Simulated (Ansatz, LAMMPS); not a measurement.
## Liquid Zn38Se23S15 at 2200 K (76 atoms): a single point

What does DFT give for liquid Zn38Se23S15 at 2200 K (76 atoms) as built?

Method: Kohn-Sham DFT, PBEsol, PAW (set soft_2), plane waves, in Ansatz 0.2.0.

## (1) Set-up

The cell holds 76 atoms: 38 Zn, 23 Se and 15 S. Cell: a = 11.922 Å, b = 11.922 Å, c = 11.922 Å, α = 90.0°, β = 90.0°, γ = 90.0°. 76 atoms (38 Zn, 23 Se, 15 S) placed at random at 4.69 g/cm³, melted at 2500 K for 10 ps at fixed volume with the Stillinger-Weber II-VI potential (Zhou et al., Phys. Rev. B 88, 085309 (2013)). Snapshot at the end of a hold of 5 ps at 2200 K and fixed volume.

Limits known from the start: The network of bonds at the start is that of the classical potential that made the cell, and needn't be the one that DFT or experiment would give. Sampling is at Γ alone, for a cell whose shortest periodic width is 12 Å.

## (2) How the cell was made

A classical potential makes the cell, at a small fraction of what the same run would cost in DFT.

This step: classical MD, Stillinger-Weber II-VI potential (Zhou et al., Phys. Rev. B 88, 085309 (2013)) (LAMMPS 22 Jul 2025 - Update 4).

The input, in.lmp:

```
# melt-quench of Zn38Se23S15
units metal
atom_style atomic
boundary p p p
region box block 0 11.9218 0 11.9218 0 11.9218
create_box 3 box
mass 1 65.3800   # Zn
mass 2 78.9710   # Se
mass 3 32.0600   # S
create_atoms 1 random 38 259206 NULL overlap 2.03 maxtry 2000
create_atoms 2 random 23 259213 NULL overlap 2.03 maxtry 2000
create_atoms 3 random 15 259220 NULL overlap 2.03 maxtry 2000
pair_style sw
pair_coeff * * CdTeZnSeHgS0.sw Zn Se S
neigh_modify delay 0 every 1 check yes
thermo_style custom step time temp pe press density
thermo_modify norm yes
timestep 0.001
thermo 100
min_style cg
minimize 1e-4 1e-4 200 2000
reset_timestep 0
velocity all create 2500 259207 mom yes dist gaussian
fix lim all nve/limit 0.05
fix lan all langevin 2500 2500 0.1 259208 zero yes
thermo 500
run 1000 post no
unfix lim
unfix lan
thermo 1666
fix md all nvt temp 2500 2500 0.1
run 10000 post no
unfix md
thermo 1000
fix md all nvt temp 2500 2200 0.1
run 3000 post no
unfix md
compute msd all msd com yes
thermo 1250
fix md all nvt temp 2200 2200 0.1
run 5000 post no
print "== T2200: mean square displacement over the hold $(c_msd[4]:%.2f) A^2"
unfix md
uncompute msd
write_dump all custom T2200.dump id type xs ys zs modify sort id
```

Command:

```bash
$ lmp -in in.lmp -log none -nocite
```

The log of the run:

```text
LAMMPS (22 Jul 2025 - Update 4)
Created orthogonal box = (0 0 0) to (11.9218 11.9218 11.9218)
Created 38 atoms
Created 23 atoms
Created 15 atoms
   Step          Time           Temp          PotEng         Press         Density
         0   0              0              0.87228655     613186.15      4.6860124
       100   0.1            0             -2.2801611      16846.774      4.6860124
       128   0.128          0             -2.2982593      16914.251      4.6860124
Loop time of 0.0428874 s on 1 MPI rank(s) for 128 steps with 76 atoms
Minimization stats:
  Stopping criterion = energy tolerance
  Energy initial, next-to-last, final =
     0.872286550930809  -2.29805772912016  -2.29825932246383
  Force two-norm initial, final = 139.98394 0.51306016
  Iterations, force evaluations = 128 205
   Step          Time           Temp          PotEng         Press         Density
         0   0              2500          -2.2982593      32192.005      4.6860124
       500   0.5            2679.7342     -1.8941544      36290.587      4.6860124
      1000   1              2650.9627     -1.9387632      40395.326      4.6860124
Loop time of 0.213314 s on 1 MPI rank(s) for 1000 steps with 76 atoms
   Step          Time           Temp          PotEng         Press         Density
      1000   1              2650.9627     -1.9387632      40395.325      4.6860124
      1666   1.666          2706.7768     -1.9377232      63645.724      4.6860124
      3332   3.332          1952.3312     -1.9574542      44670.945      4.6860124
      4998   4.998          2601.1354     -1.9452064      36092.699      4.6860124
      6664   6.664          3035.2578     -1.9188772      47858.289      4.6860124
      8330   8.33           2445.7645     -1.9541511      33044.97       4.6860124
[... 2 lines left out ...]
Loop time of 2.15485 s on 1 MPI rank(s) for 10000 steps with 76 atoms
   Step          Time           Temp          PotEng         Press         Density
[... 4 lines left out ...]
Loop time of 0.641972 s on 1 MPI rank(s) for 3000 steps with 76 atoms
   Step          Time           Temp          PotEng         Press         Density
[... 2 lines left out ...]
     16250   16.25          2435.5455     -1.9359272      51223.482      4.6860124
     17500   17.5           2335.2204     -2.0319815      25996.803      4.6860124
     18750   18.75          2199.0204     -1.9737075      40123.291      4.6860124
     19000   19             2481.0116     -1.9912304      24150.778      4.6860124
Loop time of 1.14575 s on 1 MPI rank(s) for 5000 steps with 76 atoms
== T2200: mean square displacement over the hold 19.42 A^2
```

The job ended after 4.3 s (1 thread of Intel Xeon Platinum 8259CL at 2.50GHz (Skylake/Cascade Lake), shared host; peak memory 0.081 GiB).

## (3) Plane-wave single point

The electrons are solved once, with the atoms held.

The input, input.yaml:

```yaml
crystal:
  lattice:
    - [11.9218, 0.0, 0.0]
    - [0.0, 11.9218, 0.0]
    - [0.0, 0.0, 11.9218]
  atoms:
    - { symbol: Zn, position: [0.79417, 0.0236, 0.03202] }
    - { symbol: Zn, position: [0.40996, 0.11497, 0.06768] }
    - { symbol: Zn, position: [0.81218, 0.16015, 0.45172] }
    - { symbol: Zn, position: [0.06683, 0.87867, 0.84035] }
    - { symbol: Zn, position: [0.10314, 0.08669, 0.96882] }
    - { symbol: Zn, position: [0.57999, 0.86226, 0.22942] }
    - { symbol: Zn, position: [0.23177, 0.7483, 0.40776] }
    - { symbol: Zn, position: [0.30932, 0.53761, 0.25443] }
    - { symbol: Zn, position: [0.74055, 0.68451, 0.57187] }
    - { symbol: Zn, position: [0.21428, 0.34566, 0.01008] }
    - { symbol: Zn, position: [0.72495, 0.34828, 0.58923] }
    - { symbol: Zn, position: [0.30181, 0.75635, 0.63943] }
    - { symbol: Zn, position: [0.0674, 0.30049, 0.82291] }
    - { symbol: Zn, position: [0.24362, 0.59926, 0.87101] }
    - { symbol: Zn, position: [0.16467, 0.53878, 0.39342] }
    - { symbol: Zn, position: [0.03752, 0.45944, 0.1797] }
    - { symbol: Zn, position: [0.87357, 0.49731, 0.40827] }
    - { symbol: Zn, position: [0.03918, 0.50609, 0.63919] }
    - { symbol: Zn, position: [0.57487, 0.64754, 0.73367] }
    - { symbol: Zn, position: [0.1797, 0.73942, 0.1349] }
    - { symbol: Zn, position: [0.87813, 0.8268, 0.29656] }
    - { symbol: Zn, position: [0.43991, 0.82567, 0.99122] }
    - { symbol: Zn, position: [0.17831, 0.10228, 0.67386] }
    - { symbol: Zn, position: [0.02455, 0.18515, 0.21079] }
    - { symbol: Zn, position: [0.57056, 0.0952, 0.83433] }
    - { symbol: Zn, position: [0.4082, 0.44625, 0.72364] }
    - { symbol: Zn, position: [0.36085, 0.95901, 0.30984] }
    - { symbol: Zn, position: [0.08329, 0.97412, 0.4584] }
    - { symbol: Zn, position: [0.61328, 0.89419, 0.75408] }
    - { symbol: Zn, position: [0.19818, 0.31744, 0.51698] }
    - { symbol: Zn, position: [0.4819, 0.24642, 0.38172] }
    - { symbol: Zn, position: [0.82637, 0.55028, 0.89026] }
    - { symbol: Zn, position: [0.48941, 0.165, 0.57803] }
    - { symbol: Zn, position: [0.99528, 0.71366, 0.00288] }
    - { symbol: Zn, position: [0.70766, 0.32902, 0.00547] }
    - { symbol: Zn, position: [0.45767, 0.61715, 0.44817] }
    - { symbol: Zn, position: [0.42848, 0.47004, 0.03833] }
    - { symbol: Zn, position: [0.59224, 0.57719, 0.18283] }
    - { symbol: Se, position: [0.1012, 0.83052, 0.59754] }
    - { symbol: Se, position: [0.30069, 0.55821, 0.56476] }
    - { symbol: Se, position: [0.9454, 0.31345, 0.63824] }
    - { symbol: Se, position: [0.54498, 0.28663, 0.72775] }
    - { symbol: Se, position: [0.93478, 0.63188, 0.5312] }
    - { symbol: Se, position: [0.75127, 0.48924, 0.24174] }
    - { symbol: Se, position: [0.28282, 0.1133, 0.45349] }
    - { symbol: Se, position: [0.38174, 0.01729, 0.73488] }
    - { symbol: Se, position: [0.67865, 0.04353, 0.5431] }
    - { symbol: Se, position: [0.69112, 0.82395, 0.41593] }
    - { symbol: Se, position: [0.22696, 0.89065, 0.98889] }
    - { symbol: Se, position: [0.97791, 0.26021, 0.00751] }
    - { symbol: Se, position: [0.62727, 0.71715, 0.02773] }
    - { symbol: Se, position: [0.58593, 0.98605, 0.02716] }
    - { symbol: Se, position: [0.60105, 0.4923, 0.90415] }
    - { symbol: Se, position: [0.97893, 0.04844, 0.74727] }
    - { symbol: Se, position: [0.42784, 0.83725, 0.50512] }
    - { symbol: Se, position: [0.99756, 0.65849, 0.26183] }
    - { symbol: Se, position: [0.85774, 0.82871, 0.08459] }
    - { symbol: Se, position: [0.40344, 0.75295, 0.8084] }
    - { symbol: Se, position: [0.78934, 0.85438, 0.7055] }
    - { symbol: Se, position: [0.98308, 0.32489, 0.38645] }
    - { symbol: Se, position: [0.75463, 0.19421, 0.84999] }
    - { symbol: S, position: [0.67397, 0.32366, 0.39483] }
    - { symbol: S, position: [0.2013, 0.12936, 0.14292] }
    - { symbol: S, position: [0.50395, 0.29833, 0.11187] }
    - { symbol: S, position: [0.411, 0.72794, 0.24182] }
    - { symbol: S, position: [0.77301, 0.17955, 0.1753] }
    - { symbol: S, position: [0.23162, 0.41041, 0.78837] }
    - { symbol: S, position: [0.03223, 0.65406, 0.8096] }
    - { symbol: S, position: [0.3274, 0.18087, 0.89347] }
    - { symbol: S, position: [0.31833, 0.33401, 0.32005] }
    - { symbol: S, position: [0.23038, 0.54781, 0.06309] }
    - { symbol: S, position: [0.17825, 0.90561, 0.29311] }
    - { symbol: S, position: [0.86428, 0.43387, 0.0538] }
    - { symbol: S, position: [0.91342, 0.0326, 0.33875] }
    - { symbol: S, position: [0.54362, 0.07305, 0.30546] }
    - { symbol: S, position: [0.6144, 0.54049, 0.5451] }
kpoints:
  mp_grid: { grid: [1, 1, 1] }
hamiltonian:
  xc: pbesol
scf:
  occupations: { method: gaussian, width: 0.05 }
output:
  forces: true
  stress: true
  populations: true
  dos:
    method: { smearing: { sigma: 0.15 } }
    de: 0.1
    projected: { site_lists: { S: [S], Se: [Se], Zn: [Zn] } }
  eigenvalues: true
  write_density: true
  write_potential: true
  volumetric_format: npy
```

Command:

```bash
$ ansatz run input.yaml --threads 8 --pin off --max-ram 15872MiB --backend cpu --events-out ev --progress --plain --runs-dir out
```

The log of the run:

```text
Engine: ansatz 0.2.0, x86_64-unknown-linux-gnu
Pseudopotentials: kind: paw
Pseudopotential: Zn, paw, valence charge 12, recommended cutoff 420 eV (normal), Zn.paw.azcp
Pseudopotential: Se, paw, valence charge 16, recommended cutoff 420 eV (normal), Se.paw.azcp
Pseudopotential: S, paw, valence charge 6, recommended cutoff 420 eV (normal), S.paw.azcp
[... 3 lines on functional and potentials left out ...]
Crystal: 76 atoms, lattice volume = 1694.437 Å³
Basis set: ecut = 420 eV, 33059 PW (Γ), exchange–correlation on 160×160×160 points (8 copies of the dense FFT grid, shifted against one another)
Bands: 549, of which v1, the nominal top of the filled ones, is band 457 counted from 1 (456 counted from 0)
Symmetry: 1 space group operations
Space group: P1 (ITA 1), of the structure as read, at distance tolerance 1.2e-4 Å
k-points: 1
[... 10 lines on functional and potentials left out ...]
Initial density: superposition of atomic densities (neutral atoms: chi_scale 0, normalization atom), corrected by the library's trained network
Initial wavefunctions: pseudopotential atomic-orbital guess
Functional: x = pbesol(κ = 0.804, μ = 0.123457), c = pbesol(β = 0.046)
SCF iter   1: F=—  HF=-262705.743089 eV  |F-HF|=—  |Δ(HF+E_count)|=         —  Δρ=5.59e-3  dr2=1.21e0  ethr=1.77e-3  ⟨swp⟩=6.0  Hψ=2187  notcnv=0  defer=17
preconditioner: auto → LDOS  [insulator: Δε(μ)=0.077 eV  Ē_g=9.617 eV  σ=0.050 eV  W_gap=0.73  n_scr=436 (ndim 8)  ℏωp=23.6 eV  f_vac=0.044  D(μ)=25.00/eV (n_scr^D=122)  ε∞_Penn≈7.0  β→1.0]
SCF iter   2: F=—  HF=-262705.644116 eV  |F-HF|=—  |Δ(HF+E_count)|=   9.90e-2  Δρ=4.91e-3  dr2=3.85e-1  ethr=1.33e-4  ⟨swp⟩=2.0  Hψ=972  notcnv=0  defer=85
SCF iter   3: F=—  HF=-262705.541310 eV  |F-HF|=—  |Δ(HF+E_count)|=   1.03e-1  Δρ=2.70e-3  dr2=1.13e-1  ethr=4.21e-5  ⟨swp⟩=2.0  Hψ=812  notcnv=0  defer=85
SCF iter   4: F=—  HF=-262705.502037 eV  |F-HF|=—  |Δ(HF+E_count)|=   3.93e-2  Δρ=6.51e-4  dr2=2.28e-2  ethr=1.24e-5  ⟨swp⟩=2.0  Hψ=827  notcnv=0  defer=85
SCF iter   5: F=—  HF=-262705.499002 eV  |F-HF|=—  |Δ(HF+E_count)|=   3.04e-3  Δρ=3.12e-4  dr2=4.42e-3  ethr=2.49e-6  ⟨swp⟩=2.0  Hψ=594  notcnv=0  defer=85
SCF iter   6: F=—  HF=-262705.498376 eV  |F-HF|=—  |Δ(HF+E_count)|=   6.26e-4  Δρ=1.61e-4  dr2=1.08e-3  ethr=4.84e-7  ⟨swp⟩=2.0  Hψ=769  notcnv=0  defer=85
SCF iter   7: F=—  HF=-262705.498264 eV  |F-HF|=—  |Δ(HF+E_count)|=   1.12e-4  Δρ=1.01e-4  dr2=3.50e-4  ethr=1.18e-7  ⟨swp⟩=2.0  Hψ=769  notcnv=0  defer=85
SCF iter   8: F=—  HF=-262705.498193 eV  |F-HF|=—  |Δ(HF+E_count)|=   7.12e-5  Δρ=4.70e-5  dr2=8.64e-5  ethr=3.83e-8  ⟨swp⟩=2.0  Hψ=769  notcnv=0  defer=85
SCF iter   9: F=—  HF=-262705.498097 eV  |F-HF|=—  |Δ(HF+E_count)|=   9.57e-5  Δρ=2.14e-5  dr2=1.91e-5  ethr=9.45e-9  ⟨swp⟩=2.0  Hψ=770  notcnv=0  defer=85
SCF iter  10: F=—  HF=-262705.498095 eV  |F-HF|=—  |Δ(HF+E_count)|=   2.14e-6  Δρ=1.15e-5  dr2=3.97e-6  ethr=2.09e-9  ⟨swp⟩=2.0  Hψ=769  notcnv=0  defer=85
SCF iter  11: F=—  HF=-262705.498094 eV  |F-HF|=—  |Δ(HF+E_count)|=   5.85e-7  Δρ=5.74e-6  dr2=1.06e-6  ethr=4.35e-10  ⟨swp⟩=2.0  Hψ=769  notcnv=0  defer=85
SCF iter  12: F=—  HF=-262705.498094 eV  |F-HF|=—  |Δ(HF+E_count)|=   1.38e-7  Δρ=2.62e-6  dr2=2.57e-7  ethr=1.16e-10  ⟨swp⟩=2.0  Hψ=769  notcnv=0  defer=85
SCF iter  13: F=-262705.498094 eV  HF=-262705.498094 eV  |F-HF|=4.78e-8  |Δ(HF+E_count)|=   2.79e-8  Δρ=1.36e-6  dr2=5.60e-8  ethr=1.09e-11  ⟨swp⟩=13.0  Hψ=4103  notcnv=0
SCF 1 converged in 13 iterations: F = -262705.498094 eV  dr2 = 5.60e-8
  greatest PAW one-centre occupation: 1.000 electrons in one spin orbital (limit 2), on the Se atom at site 49 (counted from 0), in its partial waves of l = 2
SCF converged after 13 iterations
Free energy (F): -262705.498094 eV
Harris-Foulkes:  -262705.498094 eV  (|F-HF|=4.78e-8)
Internal energy: -262705.451460 eV  (E = F + TS)
E sigma→0 (E₀):  -262705.474777 eV
Entropy (-TS):   -0.046634 eV (-0.614 meV/atom)
Fermi energy:    6.716592 eV
--- Per-component energies (eV) ---
  E_band       = -9150.317021
  E_kinetic    = 9201.819914
  E_local      = -136596.981739  (includes V_loc(G=0)·N_el)
  E_nonlocal   = 10223.731197
  E_hartree    = 61837.824581
  E_xc         = -8897.989697
  E_vxc        = -5460.414394  (∫ρ·V_xc dr)
  E_paw        = -119816.026495  (= ΣΔE_a)
  E_vpaw       = -10194.082379  (= ΣTr[D̂ρ^β])
  E_aug_tail   = -0.027439  (compensation charges beyond the density's cutoff)
  E_ewald      = -78712.224870
  E_core_change = 54.423087  (= ΣΔE_core)
  E_smearing   = -0.046634  (= −TS)
  E_closure    = 0.000000  (closes the sum)
  Σ components = -262705.498094   (vs F -262705.498094, Δ=0.00e0)
--- Forces (eV/Å), atoms counted from 1 ---
  atom   1  Zn    -0.00657339     1.20253688     0.66782536
  atom   2  Zn     0.25772899     0.93441797    -0.14695017
  atom   3  Zn    -0.17592785     0.13691890    -0.91553998
  atom   4  Zn     0.13085627    -0.11024699    -0.80464727
  atom   5  Zn     0.70726896     0.25014215     0.20365074
  atom   6  Zn     0.18742816    -0.01213900     0.34216261
  atom   7  Zn     0.05549526     0.76764261     0.08646104
  atom   8  Zn     0.61098526    -0.48445688     0.11463475
  atom   9  Zn     0.04885834     0.64940563    -0.00876521
  atom  10  Zn     0.14570719    -1.03859687    -0.29340675
  atom  11  Zn    -0.55371705    -0.06416168     0.03542316
  atom  12  Zn    -0.98554298     0.68292055    -0.82379171
  atom  13  Zn    -0.42274985    -0.24502552    -0.38071717
  atom  14  Zn    -0.45146998     0.06219383    -0.53618134
[...]
atom  75  S     -1.37905853    -1.07159154    -0.69978042
  atom  76  S     -0.13011133     0.61041991     1.22210468
  max |Σ_I F_I| component: 5.33e-5 eV/Å
--- Stress (GPa, compression-positive) ---
       -5.973672      -0.186009      -0.449429
       -0.186009      -4.878260       0.133133
       -0.449429       0.133133      -3.895360
  P = ⅓ Tr σ = -4.9158 GPa (-49.158 kbar)
--- Band table (eV) ---
  k-point 0: bands = ["-41.5520", "-41.5454", "-41.5083", "-41.4829", [... 533 levels ...], "12.1337", "12.2430", "12.2877", "12.3349", "12.3622", "12.4228", "12.4982", "12.5155", "12.5523", "12.6160", "12.6557", "12.6613"]
--- Löwdin populations: 76 sites ---
  site symbol       q [e]
     0     Zn     10.9172
     1     Zn     10.8450
     2     Zn     10.8232
[...]
75      S      6.9248
  spilling = 0.009785 (of n_electrons = 914.000000)
```

It took 21 s on 8 threads of Intel Xeon Platinum 8259CL at 2.50GHz (Skylake/Cascade Lake), shared host; peak memory 2.8 GiB; 2.6 min of CPU time.

The column dr2 measures how far the density is from self-consistency, as an energy; F and HF (Harris–Foulkes) agree once it is small.

The run gave:

* free energy: -262705.4981 eV
* free energy per atom: -3456.6513 eV/atom
* SCF cycles: 13
* pressure: -4.916 GPa
* r.m.s. force component: 0.6451 eV/Å
* longest force: 1.921 eV/Å
* Fermi energy: 6.717 eV
* levels partly filled by over 2 per cent: 3
* spilling of the projection: 0.009785

Length of the force by element and coordination:

```
element  coordination  atoms  mean length of the force (eV/Å)  spread  least  most
      S           all     15                             1.27   0.408  0.605  1.88
     Se           all     23                             1.17   0.352  0.601  1.92
     Zn           all     38                            0.886   0.330  0.258  1.78
```

States in the cell by windows of 1 eV, zero at the Fermi level; the larger projections on atomic orbitals stand beside the total:

```
from (eV)  to (eV)  total   Zn d  Se p   S p  Zn s  Se s
      -18      -15    0.0    0.0   0.0   0.0   0.0   0.0
      -15      -14    4.3    0.1   0.1   0.0   0.6   1.4
      -14      -13   23.7    0.5   0.3   0.2   2.5  15.8
      -13      -12   38.1    1.0   0.6   0.2   1.9  21.5
      -12      -11    8.6    0.3   0.1   0.1   0.2   2.3
      -11      -10    1.3    0.0   0.0   0.0   0.0   0.0
      -10       -9    0.0    0.0   0.0   0.0   0.0   0.0
       -9       -8    0.3    0.2   0.0   0.0   0.0   0.0
       -8       -7  244.2  232.4   4.8   3.9   2.2   0.4
       -7       -6  138.4  132.3   1.9   1.7   1.4   0.5
       -6       -5   31.4    4.7   9.3   6.7   9.1   0.7
       -5       -4   35.6    2.5  14.4   9.1   7.5   0.7
       -4       -3   37.0    1.7  17.5  12.2   3.4   0.5
       -3       -2   46.4    1.8  23.3  16.0   2.6   0.4
       -2       -1   44.6    1.2  23.3  14.9   2.5   0.3
       -1        0   30.8    0.5  15.6   8.9   3.4   0.3
        0        1   26.1    0.3   8.4   5.0   8.1   0.2
        1        2   25.5    0.1   5.1   3.3   9.8   0.2
        2        3   27.5    0.1   4.4   2.5   8.5   0.2
        3        4   28.7    0.1   2.4   1.3   4.2   0.1
        4        5   35.4    0.0   1.6   0.9   2.3   0.1
```

The levels nearest the highest filled one (over half full), pooled over k-points and spins:

```
level less the highest filled one (eV)  occupation
                                -0.369           2
                                -0.250           2
                                -0.238           2
                                -0.213           2
                               -0.0398        1.95
                                     0        1.58
                                0.0538       0.474
                                 0.158           0
                                 0.219           0
                                 0.281           0
                                 0.328           0
                                 0.477           0
```

Valence density in the ac plane at fractional y = 0.313, with atoms of Zn and Se and S within 0.2 Å of it. It is the smooth field of the valence electrons, not physical close to the nuclei.

Ten steps, logarithmic in the rise over the least value, from '0' (0 e/Å³) to '9' (31 e/Å³), each cell a mean:
```
2210013431000000000001256420001123
1110001110000000000000112110000111
1232100000000000000000000000000000
2686210000000000000000000000000000
2687311110000000112210000000000001
1232111110000001246531000000000001
1100000000000001258742100000001222
2100000000000001134421100000013565
3100000000000000011111123311124898
2100011110000000000000136631113575
1000136631000000000000124421001121
0000159952000000000000111110000000
1110135531000000000011222100000112
5310001111100001111112223210001246
8421000012222111221123223210001379
6310000023323211111112332100001256
2100000023323210000001111000000112
0000000012222100000000000000000000
0000000000110000010000000000000000
0000000000000001222100000000000000
0000000000000012323210000000000000
1000000100000012223210001000000011
2110013431000012222211245310001123
3210125752100000111001379621001234
```
Columns run along a (11.9 Å), rows up along c (11.9 Å). Atoms in or near the plane, at fractional coordinates: Zn at (0.07, 0.82), Zn at (0.20, 0.52), Zn at (0.71, 0.01), Se at (0.95, 0.64), Se at (0.98, 0.39), S at (0.67, 0.39), S at (0.50, 0.11).

(Continued in part 2 of 2.)

[Long decimals in the printed logs are rounded to 6 places.]

[Logs are printed without paths, hosts, clocks, repeated set-up lines and the standing remarks that a program may print on its own settings, such as how far it seeks lower states.]

[Hosts, paths, dates, database ids (printed as entryN), source tags and the programs' standing remarks are cut or masked in the printed files.]
